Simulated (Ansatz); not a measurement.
# TaN (Fm-3m): modes against uniaxial strain along [110]

Aim: how do the optical modes of TaN (Fm-3m) shift and split under this strain?

Program: Ansatz 0.2.0. Level of theory: DFT PBEsol, scalar-relativistic, plane waves, PAW; PAW set soft_1. Results are calculated unless marked as measured.

Most raw output is cut from this account.

## Step 1: Set-up

Symmetry: Fm-3m, No. 225, cubic system. The conventional cell has a = 4.358 Å, b = 4.358 Å, c = 4.358 Å, α = 90.00°, β = 90.00°, γ = 90.00°. Nearest to N lie 6 Ta at 2.18 Å. Nearest to Ta lie 6 N at 2.18 Å. Farther neighbours and most contacts between anions are not listed.

## Step 2: Relaxation

Harmonic phonons are second derivatives at a point where the forces vanish, and they are wanted at zero stress, so atoms and cell are relaxed first.

input.yaml reads:

```yaml
crystal:
  lattice:
    - [0.0, 2.179, 2.179]
    - [2.179, 0.0, 2.179]
    - [2.179, 2.179, 0.0]
  atoms:
    - { symbol: "N", position: [0.0, 0.0, 0.0] }
    - { symbol: Ta, position: [0.5, 0.5, 0.5] }
kpoints:
  mp_grid: { grid: [16, 16, 16] }
hamiltonian:
  xc: pbesol
  pseudopotentials: { kind: paw, azcp: { folder: soft_1 }, xc_functional: pbe }
scf:
  occupations: { method: gaussian, width: 0.1 }
output:
  forces: true
  stress: true
  eigenvalues: true
relax:
  adjacent_minimum: "off"
  f_tol: 0.005
  max_steps: 80
  cell: { stress_tol: 0.05 }
```

On the command line:

```bash
> ansatz run input.yaml --threads 4 --pin off --max-ram 10240MiB --backend cpu --events-out ev --progress --plain --runs-dir out
```

Run time: 3.2 s. Hardware: 4 threads of Arm Neoverse V2, shared host; peak memory 0.38 GiB.

The steps of the relaxation:

```
step  energy less that of the first step (eV)  largest force component (eV/Å)  pressure (GPa)  volume (Å³)
   1                                   0.0000                          0.0000            4.24        20.69
   2                                  -0.0021                          0.0000           -1.54        21.02
   3                                  -0.0027                          0.0000           -0.03        20.93
  4*                                  -0.0031                          0.0000            0.01        20.93
```

Relaxation steps marked * repeat the geometry before them on a plane-wave basis chosen anew for their cell, so energy and pressure can jump there.

The run keeps the 48 symmetry operations that it works with, so distortions that break them were not tested.

```
conventional cell, symmetrised  before  after  change
                         a (Å)   4.358  4.375  +0.4 %
                         b (Å)   4.358  4.375  +0.4 %
                         c (Å)   4.358  4.375  +0.4 %
              volume (Å³/atom)   10.35  10.47  +1.2 %
```

Final coordinates:

```xyz
2
Lattice="0.0000 2.1874 2.1874 2.1874 0.0000 2.1874 2.1874 2.1874 0.0000" Properties=species:S:1:pos:R:3 pbc="T T T"
N     0.0000    0.0000    0.0000
Ta    2.1874    2.1874    2.1874
```

Numbers from this step:

- pressure: 0.008238 GPa
- volume per atom: 10.47 Å³
- gap on the k-mesh: 0 eV

In this step the volume went from 10.35 to 10.47 Å³/atom.

## Step 3: Tight relaxation

Phonons need small forces and stress, so the relaxation is finished with tight tolerances on 16×16×16 k points.

input.yaml, the sections that differ from step 2:

```yaml
crystal:
  lattice:
    - [0.0, 2.1873937246, 2.1873937246]
    - [2.1873937246, 0.0, 2.1873937246]
    - [2.1873937246, 2.1873937246, 0.0]
  atoms:
    - { symbol: "N", position: [0.0, 0.0, 0.0] }
    - { symbol: Ta, position: [0.5, 0.5, 0.5] }
scf:
  occupations: { method: methfessel_paxton, width: 0.2 }
relax:
  adjacent_minimum: "off"
  f_tol: 0.001
  max_steps: 60
  cell: { stress_tol: 0.01 }
# kpoints, hamiltonian, output: as in step 2
```

Run time: 1.8 s. Hardware: 4 threads; peak memory 0.34 GiB.

Little changed from the start: no atom moved by 0.005 Å and no cell edge by 0.1 %.

Numbers from this step:

| Property | Result |
| --- | --- |
| pressure | -0.002937 GPa |

The forces vanish by symmetry and the pressure is -0.003 GPa, within the tolerances set. The cell now holds 10.47 Å³/atom.

## Step 4: Modes at rest

The force constants come from the linear response of the density to a displacement.

The modes at rest are the reference of the series.

Changes to input.yaml since step 3:

```diff
@@ -16,9 +16,4 @@
 output:
-  forces: true
-  stress: true
   eigenvalues: true
-relax:
-  adjacent_minimum: "off"
-  f_tol: 0.001
-  max_steps: 60
-  cell: { stress_tol: 0.01 }
+phonons:
+  method: dfpt
```

The job ended after 7.6 s (4 threads; peak memory 0.58 GiB; 27 s of CPU time).

Numbers from this step:

```
sum-rule residual before enforcement                    : 4.00e-5 eV/Å²
point group                                             : m-3m
highest optical mode at the zone centre (no LO-TO term) : 407.6 cm⁻¹
lowest optical zone-centre mode                         : 407.6 cm⁻¹
```

Patterns of degenerate modes are one choice out of their space. Modes at Γ, with each element's share of the kinetic energy:

```
mode  frequency (cm⁻¹)  symmetry  N %  Ta %
   1               0.0  acoustic    7    93
   2               0.0  acoustic    7    93
   3               0.0  acoustic    7    93
   4             407.6       T1u   93     7
   5             407.6       T1u   93     7
   6             407.6       T1u   93     7
```

Displacements in mode 6 (407.6 cm⁻¹), the largest set to 1:
```
N1   0.00  0.00  1.00
Ta2  0.00  0.00 -0.08
```

Before it was imposed, the acoustic sum rule was missed by 4.0e-5 eV/Å². Small misses are needed for a sound result but don't prove that mesh and cutoff are converged. The lowest optical mode is real, 408 cm⁻¹.

## Step 5: Relaxation of a member: uniaxial strain of +4 % along [110]

The cell takes a uniaxial strain of +4 % along [110]. The strained length and the angles are held, while the rest of the cell and the atoms relax.

input.yaml, the sections that differ from step 4:

```yaml
crystal:
  lattice:
    - [0.0659737472, 2.2089157264, 2.181121037]
    - [2.2089157264, 0.0659737472, 2.181121037]
    - [2.2748894734, 2.2748894734, -1.0e-10]
  atoms:
    - { symbol: "N", position: [0.0, 0.0, 0.0] }
    - { symbol: Ta, position: [0.5, 0.5, 0.5] }
  conventional_axes: [[0, 0, 1], [1, -1, 0], [1, 1, -1]]
output:
  forces: true
  stress: true
  eigenvalues: true
relax:
  adjacent_minimum: "off"
  f_tol: 0.001
  max_steps: 60
  cell: { stress_tol: 0.01, fix: [a, angles] }
# kpoints, hamiltonian, scf: as in step 4
# phonons: removed
```

Wall time 16 s (4 threads); peak memory 0.51 GiB.

Relaxation path:

```
step  energy less that of the first step (eV)  largest force component (eV/Å)  pressure (GPa)  volume (Å³)
   1                                   0.0000                          0.0000           -5.24        21.27
   2                                  -0.0016                          0.0000           -1.58        21.04
   3                                  -0.0018                          0.0000           -2.83        21.12
   4                                  -0.0018                          0.0000           -2.84        21.12
  5*                                  -0.0015                          0.0000           -2.86        21.12
   6                                  -0.0015                          0.0000           -2.83        21.11
  7*                                  -0.0015                          0.0000           -2.83        21.11
```

Relaxation steps marked * repeat the geometry before them on a plane-wave basis chosen anew for their cell, so energy and pressure can jump there.

Forces are held to the 8 operations that the run works with; a distortion that breaks them can't arise in this run.

```
conventional cell, symmetrised  before  after  change
                         a (Å)   3.031  3.012  -0.6 %
                         b (Å)   3.217  3.217  -0.0 %
                         c (Å)   4.362  4.358  -0.1 %
              volume (Å³/atom)   10.63  10.56  -0.7 %
```

Final coordinates:

```xyz
2
Lattice="0.0725 2.2024 2.1789 2.2024 0.0725 2.1789 2.2749 2.2749 0.0000" Properties=species:S:1:pos:R:3 pbc="T T T"
N     0.0000    0.0000    0.0000
Ta    2.2749    2.2749    2.1789
```

Numbers from this step:

* pressure: -2.831 GPa
* volume per atom: 10.56 Å³

The forces vanish by symmetry.

## Step 6: Zone-centre modes of the member: uniaxial strain of +4 % along [110]

The zone-centre modes follow for uniaxial strain of +4 % along [110].

input.yaml, the sections that differ from step 5:

```yaml
crystal:
  lattice:
    - [0.0725259838, 2.2023634897, 2.1789044448]
    - [2.2023634897, 0.0725259838, 2.1789044448]
    - [2.2748894734, 2.2748894734, -2.0e-10]
  atoms:
    - { symbol: "N", position: [0.0, 0.0, 0.0] }
    - { symbol: Ta, position: [0.5, 0.5, 0.5] }
output:
  eigenvalues: true
phonons:
  method: dfpt
# kpoints, hamiltonian, scf: as in step 5
# relax: removed
```

Wall time 31 s (4 threads); peak memory 1.2 GiB; 1.9 min of CPU time.

Numbers from this step:

```yaml
sum_rule_residual_before_enforcement: 4.03e-5 eV/Å²
point_group: mmm
highest_optical_mode_at_the_zone_centre_no_lo_to_term: 421.2 cm⁻¹
lowest_optical_zone_centre_mode: 378.2 cm⁻¹
```

Patterns of degenerate modes are one choice out of their space. Modes at Γ, with each element's share of the kinetic energy:

```
mode  frequency (cm⁻¹)  symmetry  N %  Ta %
   1               0.0  acoustic    7    93
   2               0.0  acoustic    7    93
   3               0.0  acoustic    7    93
   4             378.2       B3u   93     7
   5             408.0       B2u   93     7
   6             421.2       B1u   93     7
```

Displacements in mode 4 (378.2 cm⁻¹), the largest set to 1:
```
N1   1.00 -1.00  0.00
Ta2 -0.08  0.08  0.00
```

Displacements in mode 6 (421.2 cm⁻¹), the largest set to 1:
```
N1   0.00  0.00  1.00
Ta2  0.00  0.00 -0.08
```

The lowest optical mode is real, 378 cm⁻¹, and the highest lies at 421.2 cm⁻¹.

Between step 4 and this run (strain 4 %) the value for the highest optical mode at the zone centre (no LO-TO term) moves from 408 cm⁻¹ to 421 cm⁻¹ (+3 %).

## Step 7: A member of the series: uniaxial strain of -4 % along [110]

The cell takes a uniaxial strain of -4 % along [110]. The strained length and the angles are held, while the rest of the cell and the atoms relax.

input.yaml, the sections that differ from step 6:

```yaml
crystal:
  lattice:
    - [-0.0698404687, 2.1697384444, 2.1877759959]
    - [2.1697384444, -0.0698404687, 2.1877759959]
    - [2.0998979758, 2.0998979758, 0.0]
  atoms:
    - { symbol: "N", position: [0.0, 0.0, 0.0] }
    - { symbol: Ta, position: [0.5, 0.5, 0.5] }
  conventional_axes: [[0, 0, 1], [1, -1, 0], [1, 1, -1]]
output:
  forces: true
  stress: true
  eigenvalues: true
relax:
  adjacent_minimum: "off"
  f_tol: 0.001
  max_steps: 60
  cell: { stress_tol: 0.01, fix: [a, angles] }
# kpoints, hamiltonian, scf: as in step 6
# phonons: removed
```

It took 17 s on 4 threads; peak memory 0.5 GiB; 65 s of CPU time.

Step by step:

```
step  energy less that of the first step (eV)  largest force component (eV/Å)  pressure (GPa)  volume (Å³)
   1                                   0.0000                          0.0000            6.51        20.58
   2                                  -0.0016                          0.0000            2.86        20.78
   3                                  -0.0018                          0.0000            3.47        20.74
   4                                  -0.0018                          0.0000            3.55        20.74
  5*                                  -0.0022                          0.0000            3.58        20.74
   6                                  -0.0021                          0.0000            3.54        20.74
  7*                                  -0.0022                          0.0000            3.54        20.74
```

Relaxation steps marked * repeat the geometry before them on a plane-wave basis chosen anew for their cell, so energy and pressure can jump there.

Forces are held to the 8 operations that the run works with; a distortion that breaks them can't arise in this run.

```
conventional cell, symmetrised  before  after  change
                         a (Å)   2.970  2.970  +0.0 %
                         b (Å)   3.167  3.192  +0.8 %
                         c (Å)   4.376  4.375  -0.0 %
              volume (Å³/atom)   10.29  10.37  +0.8 %
```

The relaxed structure:

```xyz
2
Lattice="-0.0787 2.1786 2.1877 2.1786 -0.0787 2.1877 2.0999 2.0999 0.0000" Properties=species:S:1:pos:R:3 pbc="T T T"
N     0.0000    0.0000    0.0000
Ta    2.0999    2.0999    2.1877
```

This step gave:

```
pressure        : 3.539 GPa
volume per atom : 10.37 Å³
```

The forces vanish by symmetry.

## Step 8: Modes of this member: uniaxial strain of -4 % along [110]

The zone-centre modes follow for uniaxial strain of -4 % along [110].

input.yaml, the sections that differ from step 7:

```yaml
crystal:
  lattice:
    - [-0.0786901504, 2.1785881262, 2.1876905304]
    - [2.1785881262, -0.0786901504, 2.1876905304]
    - [2.0998979758, 2.0998979758, 0.0]
  atoms:
    - { symbol: "N", position: [0.0, 0.0, 0.0] }
    - { symbol: Ta, position: [0.5, 0.5, 0.5] }
output:
  eigenvalues: true
phonons:
  method: dfpt
# kpoints, hamiltonian, scf: as in step 7
# relax: removed
```

Run time: 31 s. Hardware: 4 threads; peak memory 1.2 GiB; 1.9 min of CPU time.

This step gave:

| Quantity | Value |
| --- | --- |
| sum-rule residual before enforcement | 9.00e-5 eV/Å² |
| highest optical mode at the zone centre (no LO-TO term) | 450.7 cm⁻¹ |
| lowest optical zone-centre mode | 405.1 cm⁻¹ |

Patterns of degenerate modes are one choice out of their space. Modes at Γ, with each element's share of the kinetic energy:

```
mode  frequency (cm⁻¹)  symmetry  N %  Ta %
   1               0.0  acoustic    7    93
   2               0.0  acoustic    7    93
   3               0.0  acoustic    7    93
   4             405.1       B1u   93     7
   5             414.9       B3u   93     7
   6             450.7       B2u   93     7
```

The lowest optical mode is real, 405 cm⁻¹, and the highest lies at 450.7 cm⁻¹.

For the highest optical mode at the zone centre (no LO-TO term), step 4 gave 408 cm⁻¹; this run, with strain -4 %, gives 451 cm⁻¹ (+11 %).

## Step 9: All members side by side

The members are set side by side, also those not shown above.

Stress is positive in compression; energies are extrapolated to zero smearing, and E0 is that at rest; the edges not held and the atoms are relaxed in each cell; all runs use 16×16×16 k points and Methfessel-Paxton smearing of 0.2 eV. State of the crystal along the series:

```
strain (%)  stress along the axis (GPa)  free strain along [-110] (%)  free strain along [001] (%)  E - E0 (meV/atom)
        -4                        10.62                         3.195                      0.01357              12.71
        -3                        7.553                         2.386                      0.01748              6.687
        -2                        4.674                         1.579                       0.0292              2.623
        -1                        1.913                        0.8033                      0.02699             0.5047
         0                    -0.002937                             0                            0                  0
         1                       -1.756                       -0.7615                     -0.06593              0.469
         2                       -3.969                        -1.415                      -0.1723              2.253
         3                       -6.203                        -2.032                      -0.2868              5.476
         4                       -8.491                        -2.631                      -0.3881              10.09
```

Optical modes are counted from below at rest and tracked from member to member by their patterns, and modes that stay within 0.3 cm⁻¹ of each other stand once; labels, where given, are those at rest; the edges not held and the atoms are relaxed in each cell; all runs use 16×16×16 k points and Methfessel-Paxton smearing of 0.2 eV. Optical modes along the series:

```
strain (%)  optical mode 1 T1u, moving along [-110] (cm⁻¹)  optical mode 2 T1u, moving along [001] (cm⁻¹)  optical mode 3 T1u, moving along [110] (cm⁻¹)
        -4                                           450.7                                          405.1                                          414.9
        -3                                           441.7                                          402.6                                          414.5
        -2                                           430.8                                          402.7                                            413
        -1                                             419                                          405.3                                          407.9
         0                                           407.6                                          407.6                                          407.6
         1                                           399.2                                          408.9                                          410.9
         2                                           393.2                                          411.1                                          412.4
         3                                           386.5                                          415.7                                          411.9
         4                                           378.2                                          421.2                                            408
```

Value and slope at zero strain of a cubic (a lower polynomial where under five rows exist) through the rows within 2 % of rest. Slopes at rest:

```
                                   mode  frequency (cm⁻¹)  shift per percent of strain (cm⁻¹)  shift per GPa of compressive stress (cm⁻¹)
optical mode 1 T1u, moving along [-110]             407.9                              -10.08                                        5.84
 optical mode 2 T1u, moving along [001]             407.4                                1.67                                       -0.96
 optical mode 3 T1u, moving along [110]               408                                2.04                                       -1.18
```

## Step 10: Summary of results

| Quantity | Value |
| --- | --- |
| members | 9 |
| highest optical mode at the zone centre (no LO-TO term), at rest | 407.6 cm⁻¹ |
| Young’s modulus along [110] | 173 GPa |
| optical mode 1 T1u, moving along [-110], shift per percent | -10.08 cm⁻¹ |
| optical mode 2 T1u, moving along [001], shift per percent | 1.67 cm⁻¹ |
| optical mode 3 T1u, moving along [110], shift per percent | 2.04 cm⁻¹ |

**Reading.** The stress changes by 1.73 GPa for each percent, a Young’s modulus of 173 GPa along [110]. For each percent the free edges respond with -0.79 % along [-110] and -0.05 % along [001]. The strain lowers the symmetry: the level at 407.6 cm⁻¹ splits, into 450.7, 405.1 and 414.9 cm⁻¹ at -4 %. Within 2 % of rest optical mode 1 T1u, moving along [-110], optical mode 2 T1u, moving along [001] and optical mode 3 T1u, moving along [110] bend away from a straight line, so a single slope holds only near rest. These are harmonic frequencies at zero temperature: anharmonic shifts, linewidths and thermal expansion are left out. Spin-orbit coupling is left out, which can matter for the heavy elements here. With no gap, or one that is small against the smearing, the frequencies hang on the k mesh and the smearing, most of all near Kohn anomalies. The PAW files were made for PBE; the program adapts parts of them to the functional of the run, but their partial waves stay those of PBE, an approximation that was not tested in this session. Only the zone centre was solved, so an instability at another wavevector cannot show here.

[Logs are printed without paths, hosts, clocks, repeated set-up lines and the standing remarks that a program may print on its own settings, such as how far it seeks lower states.]

[Hosts, paths, dates, database ids (printed as entryN), source tags and the programs' standing remarks are cut or masked in the printed files.]
